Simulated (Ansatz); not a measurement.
# How Ag(111) screens a field

Aim: image plane and induced charge of Ag(111).

Program: Ansatz 0.2.0. Level of theory: plane-wave DFT, LDA, Ansatz PAW. Values are calculated unless marked as measured.

Report form: inputs, costs, results and the conclusion, without the logs.

## 1. The starting structure

The cell holds 7 atoms: 7 Ag. Cell: a = 2.892 Å, b = 2.892 Å, c = 32.168 Å, α = 90.0°, β = 90.0°, γ = 60.0°. Vacuum lies along c.

## 2. Atoms held, field 0

A sawtooth potential applies the field, turning back in the middle of the vacuum. With the dipole correction the typed value is the field outside the slab. The induced dipole is small, so the SCF threshold is tight.

Contents of input.yaml:

```yaml
crystal:
  lattice:
    - [2.8920667351, 0.0, 0.0]
    - [1.4460333675, 2.504603262, 0.0]
    - [0.0, 0.0, 32.1681756059]
  atoms:
    - { symbol: Ag, position: [0.0, 0.0, 0.2797796216] }
    - { symbol: Ag, position: [0.3333333333, 0.3333333333, 0.3531864144] }
    - { symbol: Ag, position: [0.6666666667, 0.6666666667, 0.4265932072] }
    - { symbol: Ag, position: [0.0, 0.0, 0.5] }
    - { symbol: Ag, position: [0.3333333333, 0.3333333333, 0.5734067928] }
    - { symbol: Ag, position: [0.6666666667, 0.6666666667, 0.6468135856] }
    - { symbol: Ag, position: [0.0, 0.0, 0.7202203784] }
kpoints:
  mp_grid: { grid: [24, 24, 1] }
hamiltonian:
  xc: lda
scf:
  occupations: { method: fermi_dirac, width: 0.1 }
  convergence: { dr2_threshold: 1.0e-10 }
efield:
  axis: 3
  dipole_correction: true
  ramp_position: 0.97
  ramp_width: 0.06
  amplitude: 0
output:
  forces: true
  write_potential: true
  write_density: true
  volumetric_format: npy
```

Launch:

```console
$ ansatz run input.yaml --threads 4 --pin off --max-ram 6144MiB --backend cpu --events-out ev --progress --plain --runs-dir out
```

The job ended after 36 s (4 threads of Intel Xeon Platinum 8375C at 2.90GHz (Ice Lake), shared host; peak memory 1.2 GiB; 2.3 min of CPU time).

Read from the output:

- energy at zero smearing: -52205.8084 eV
- work function, upper face: 4.863 eV
- dipole along the normal: 1.42e-7 e·Å

Running mean over 2.361 Å of the planar mean; the ramp of the sawtooth is left out. Table of electron's electrostatic potential energy less the Fermi level by z:

| z (Å) | electron's electrostatic potential energy less the Fermi level (eV) |
| --- | --- |
| 4 | 4.86 |
| 5 | 4.86 |
| 6 | 4.80 |
| 7 | 3.93 |
| 8 | -1.88 |
| 9 | -5.51 |
| 10 | -5.70 |
| 11 | -5.77 |
| 12 | -5.77 |
| 13 | -5.76 |
| 14 | -5.76 |
| 15 | -5.76 |
| 16 | -5.76 |
| 17 | -5.76 |
| 18 | -5.76 |
| 19 | -5.76 |
| 20 | -5.77 |
| 21 | -5.78 |
| 22 | -5.71 |
| 23 | -5.59 |
| 24 | -2.98 |
| 25 | 3.36 |
| 26 | 4.76 |
| 27 | 4.86 |
| 28 | 4.86 |

Force by atom:

| atom | x (eV/Å) | y (eV/Å) | z (eV/Å) | size |
| --- | --- | --- | --- | --- |
| Ag1 | 0.000 | 0.000 | 0.374 | 0.374 |
| Ag2 | 0.000 | 0.000 | 0.007 | 0.007 |
| Ag3 | 0.000 | 0.000 | -0.033 | 0.033 |
| Ag4 | 0.000 | 0.000 | 0.000 | 0.000 |
| Ag5 | 0.000 | 0.000 | 0.033 | 0.033 |
| Ag6 | 0.000 | 0.000 | -0.007 | 0.007 |
| Ag7 | 0.000 | 0.000 | -0.374 | 0.374 |

The work function of the upper face is 4.86 eV.

## 3. Atoms held, field 0.05 V/Å

Edit input.yaml of step 2 so:

```diff
@@ -25,3 +25,3 @@
   ramp_width: 0.06
-  amplitude: 0
+  amplitude: 0.05
 output:
```

The job ended after 40 s (4 threads; peak memory 1.2 GiB).

The dipole is 0.0348 e·Å.

## 4. Atoms held, field -0.05 V/Å

Edit input.yaml of step 3 so:

```diff
@@ -25,3 +25,3 @@
   ramp_width: 0.06
-  amplitude: 0.05
+  amplitude: -0.05
 output:
```

Wall time 40 s (4 threads); peak memory 1.2 GiB.

The dipole is -0.0348 e·Å.

## 5. Single point, field 0.1 V/Å

Edit input.yaml of step 4 so:

```diff
@@ -25,3 +25,3 @@
   ramp_width: 0.06
-  amplitude: -0.05
+  amplitude: 0.1
 output:
```

Elapsed: 41 s, on 4 threads; peak memory 1.2 GiB.

The dipole is 0.0697 e·Å.

## 6. Single point, field -0.1 V/Å

Edit input.yaml of step 5 so:

```diff
@@ -25,3 +25,3 @@
   ramp_width: 0.06
-  amplitude: 0.1
+  amplitude: -0.1
 output:
```

The job ended after 41 s (4 threads; peak memory 1.2 GiB).

The dipole is -0.0697 e·Å.

## 7. Atoms held, field 0.2 V/Å

Edit input.yaml of step 6 so:

```diff
@@ -25,3 +25,3 @@
   ramp_width: 0.06
-  amplitude: -0.1
+  amplitude: 0.2
 output:
```

It took 42 s on 4 threads; peak memory 1.2 GiB; 2.7 min of CPU time.

The dipole is 0.139 e·Å.

## 8. Atoms held, field -0.2 V/Å

Edit input.yaml of step 7 so:

```diff
@@ -25,3 +25,3 @@
   ramp_width: 0.06
-  amplitude: 0.2
+  amplitude: -0.2
 output:
```

Wall time 42 s (4 threads); peak memory 1.2 GiB.

The dipole is -0.139 e·Å.

## 9. Single point, field 0.4 V/Å

Edit input.yaml of step 8 so:

```diff
@@ -25,3 +25,3 @@
   ramp_width: 0.06
-  amplitude: -0.2
+  amplitude: 0.4
 output:
@@ -31 +31,2 @@
   volumetric_format: npy
+  elf: true
```

Elapsed: 40 s, on 4 threads; peak memory 1.2 GiB.

Running mean over 2.361 Å of the planar mean, with the applied field; the ramp of the sawtooth is left out. Electron's electrostatic potential energy less the Fermi level against z:

z (Å), electron's electrostatic potential energy less the Fermi level (eV) and a bar from the least value:
```
      3.5       3.33 #######################
      4.0       3.53 #######################
      4.5       3.73 #######################
      5.0       3.92 ########################
      5.5       4.11 ########################
      6.0       4.25 #########################
      6.5       4.24 #########################
      7.0       3.70 #######################
      7.5       1.49 ##################
      8.0      -1.93 ##########
      8.5      -4.62 ###
      9.0      -5.51 #
      9.5      -5.66 
     10.0      -5.70 
     10.5      -5.74 
     11.0      -5.77 
     11.5      -5.78 
     12.0      -5.77 
     12.5      -5.76 
     13.0      -5.76 
     13.5      -5.76 
     14.0      -5.76 
     14.5      -5.76 
     15.0      -5.76 
     15.5      -5.76 
     16.0      -5.76 
     16.5      -5.76 
     17.0      -5.76 
     17.5      -5.76 
     18.0      -5.76 
     18.5      -5.76 
     19.0      -5.76 
     19.5      -5.76 
     20.0      -5.77 
     20.5      -5.78 
     21.0      -5.78 
     21.5      -5.75 
     22.0      -5.71 
     22.5      -5.68 
     23.0      -5.59 
     23.5      -5.07 ##
     24.0      -2.94 #######
     24.5       0.59 ################
     25.0       3.57 #######################
     25.5       4.84 ##########################
     26.0       5.28 ###########################
     26.5       5.55 ############################
     27.0       5.76 #############################
     27.5       5.97 #############################
     28.0       6.17 ##############################
     28.5       6.37 ##############################
```

The dipole is 0.279 e·Å.

## 10. The response

This step: plane-wave DFT, LDA, Ansatz PAW; screening of a field by a metal slab (Ansatz 0.2.0).

The dipoles give the slope, and the difference of two potentials shows where the field is screened.

Numbers from this step:

* equivalent conductor thickness p/(ε₀AE): 17.40 Å
* distance between the outer atoms: 14.17 Å
* inner field over outer field: -4.14e-4
* image plane, upper face: 1.610 Å
* induced electrons on the upper face over ε₀E: -1.001
* image plane, lower face: 1.611 Å
* induced electrons on the lower face over ε₀E: 1.001

Table of dipole of the cell by applied field:

| applied field (V/Å) | dipole of the cell (e·Å) |
| --- | --- |
| -0.200 | -0.139 |
| -0.100 | -0.0697 |
| -0.050 | -0.0348 |
| 0.000 | 0 |
| 0.050 | 0.0348 |
| 0.100 | 0.0697 |
| 0.200 | 0.139 |
| 0.400 | 0.279 |

Local field over the applied field, running mean. From the potentials at -0.05 and 0.05 V/Å; running mean over 2.361 Å. Local field over applied field against z:

z (Å), local field over applied field and a bar from the least value:
```
        5      0.988 ##############################
        6      0.923 ############################
        7      0.674 #####################
        8      0.280 #########
        9      0.025 #
       10     -0.001 
       11      0.003 
       12     -0.003 
       13     -0.001 
       14     -0.001 
       15      0.000 
       16      0.000 
       17      0.000 
       18     -0.001 
       19     -0.001 
       20     -0.003 
       21      0.002 
       22      0.001 
       23      0.009 
       24      0.221 #######
       25      0.608 ###################
       26      0.899 ###########################
       27      0.983 ##############################
```

Electrons, planar mean, per unit field. The induced electron density by z:

| z (Å) | induced electron density (e/Å³ per V/Å) |
| --- | --- |
| 5 | 6.3e-5 |
| 6 | 4.2e-4 |
| 7 | 0.00202 |
| 8 | 0.00366 |
| 9 | -1.1e-4 |
| 10 | -2.4e-4 |
| 11 | -6.3e-7 |
| 12 | -3.0e-5 |
| 13 | 3.9e-5 |
| 14 | -2.0e-5 |
| 15 | 1.2e-6 |
| 16 | 0 |
| 17 | -3.7e-6 |
| 18 | 8.8e-6 |
| 19 | -2.4e-5 |
| 20 | 2.6e-5 |
| 21 | 1.0e-5 |
| 22 | 2.7e-6 |
| 23 | 2.2e-4 |
| 24 | -0.00298 |
| 25 | -0.00247 |
| 26 | -5.7e-4 |
| 27 | -8.8e-5 |

By hand: between -0.05 and 0.05 V/Å the dipole changes by 0.06965 e·Å, a slope of 0.6965 e·Å²/V. A perfect conductor of thickness t has p = ε₀AEt, so t = 180.95 × 0.6965 / 7.243 = 17.40 Å (e/ε₀ = 180.95 V·Å, A in Å²). Less the 14.17 Å between the outer atoms, and halved, that puts each image plane 1.62 Å out.

The induced dipole is that of a conductor 17.40 Å thick.

## 11. The same run with other settings

This step: plane-wave DFT, LDA, Ansatz PAW (Ansatz 0.2.0).

A run with a changed input: it repeats the earlier run at 0.05 V/Å with kpoints.mp_grid.shift to [0.5, 0.5, 0.0], scf.lower_state_search to standard and scf.initial_density.chi_scale to 0.3.

Edit input.yaml of step 9 so:

```diff
@@ -14,3 +14,3 @@
 kpoints:
-  mp_grid: { grid: [24, 24, 1] }
+  mp_grid: { grid: [24, 24, 1], shift: [0.5, 0.5, 0.0] }
 hamiltonian:
@@ -20,2 +20,4 @@
   convergence: { dr2_threshold: 1.0e-10 }
+  lower_state_search: standard
+  initial_density: { chi_scale: 0.3 }
 efield:
@@ -25,3 +27,3 @@
   ramp_width: 0.06
-  amplitude: 0.4
+  amplitude: 0.05
 output:
@@ -31,2 +33 @@
   volumetric_format: npy
-  elf: true
```

Run time: 98 s. Hardware: 4 threads; peak memory 2 GiB; 6.4 min of CPU time.

Read from the output:

* energy at zero smearing: -52205.7997 eV
* dipole along the normal: 0.03482 e·Å

Force by atom:

| atom | x (eV/Å) | y (eV/Å) | z (eV/Å) | size |
| --- | --- | --- | --- | --- |
| Ag1 | 0.000 | 0.000 | 0.378 | 0.378 |
| Ag2 | 0.000 | 0.000 | -0.001 | 0.001 |
| Ag3 | 0.000 | 0.000 | -0.023 | 0.023 |
| Ag4 | 0.000 | 0.000 | 0.000 | 0.000 |
| Ag5 | 0.000 | 0.000 | 0.023 | 0.023 |
| Ag6 | 0.000 | 0.000 | 0.003 | 0.003 |
| Ag7 | 0.000 | 0.000 | -0.380 | 0.380 |

| quantity | this run | earlier run | difference |
| --- | --- | --- | --- |
| dipole along the normal (e·Å) | 0.03482 | 0.03483 | -1.1e-5 |

The dipole moves by under 0.5 % or 5e-5 e·Å.

## 12. The same run with other settings

An input spoilt on purpose, to show how the run answers: it repeats the earlier run at 0.05 V/Å with efield.ramp_width from 0.06 to 0.9, and scf.max_iter set to 60.

Edit input.yaml of step 11 so:

```diff
@@ -14,3 +14,3 @@
 kpoints:
-  mp_grid: { grid: [24, 24, 1], shift: [0.5, 0.5, 0.0] }
+  mp_grid: { grid: [24, 24, 1] }
 hamiltonian:
@@ -20,4 +20,3 @@
   convergence: { dr2_threshold: 1.0e-10 }
-  lower_state_search: standard
-  initial_density: { chi_scale: 0.3 }
+  max_iter: 60
 efield:
@@ -26,3 +25,3 @@
   ramp_position: 0.97
-  ramp_width: 0.06
+  ramp_width: 0.9
   amplitude: 0.05
```

Elapsed: 0.48 s, on 4 threads; peak memory 0.66 GiB.

The input was rejected at the start.

The program's message: “Error: efield: ion 0 (Ag) at fractional coordinate 0.2798 along the field axis lies inside the sawtooth ramp with 2 of the planes that the density is read on at each end, [0.9607, 0.8793] — the ramp m …”

The fault put into the input: a ramp so wide that it reaches the atoms.

## 13. Outcome

```json
{
 "work function": "4.86 eV",
 "image plane, upper face": "1.61 Å",
 "induced electrons on the upper face over ε₀E": "-1.00",
 "equivalent conductor thickness p/(ε₀AE)": "17.4 Å",
 "inner field over outer field": "-4.1e-4"
}
```

The induced charge has its centre 1.61 Å outside the outermost atoms; this is the plane from which a capacitor's gap or an image potential counts. The equivalent conductor thickness exceeds the distance between the outer atoms by 3.23 Å, about the sum of the two image-plane distances. In the middle of the slab the field is screened to under 0.5 % of its outer value. The atoms are held at bulk positions with the tabulated experimental lattice constant.

[Long decimals in the printed logs are rounded to 6 places.]

[Logs are printed without paths, hosts, clocks, repeated set-up lines and the standing remarks that a program may print on its own settings, such as how far it seeks lower states.]

[Hosts, paths, dates, database ids (printed as entryN), source tags and the programs' standing remarks are cut or masked in the printed files.]

[Maps of the electrostatic potential energy from Ansatz leave out the sawtooth potential of an applied field or a dipole correction, so their vacuum need not be flat; planar profiles and work functions include it.]
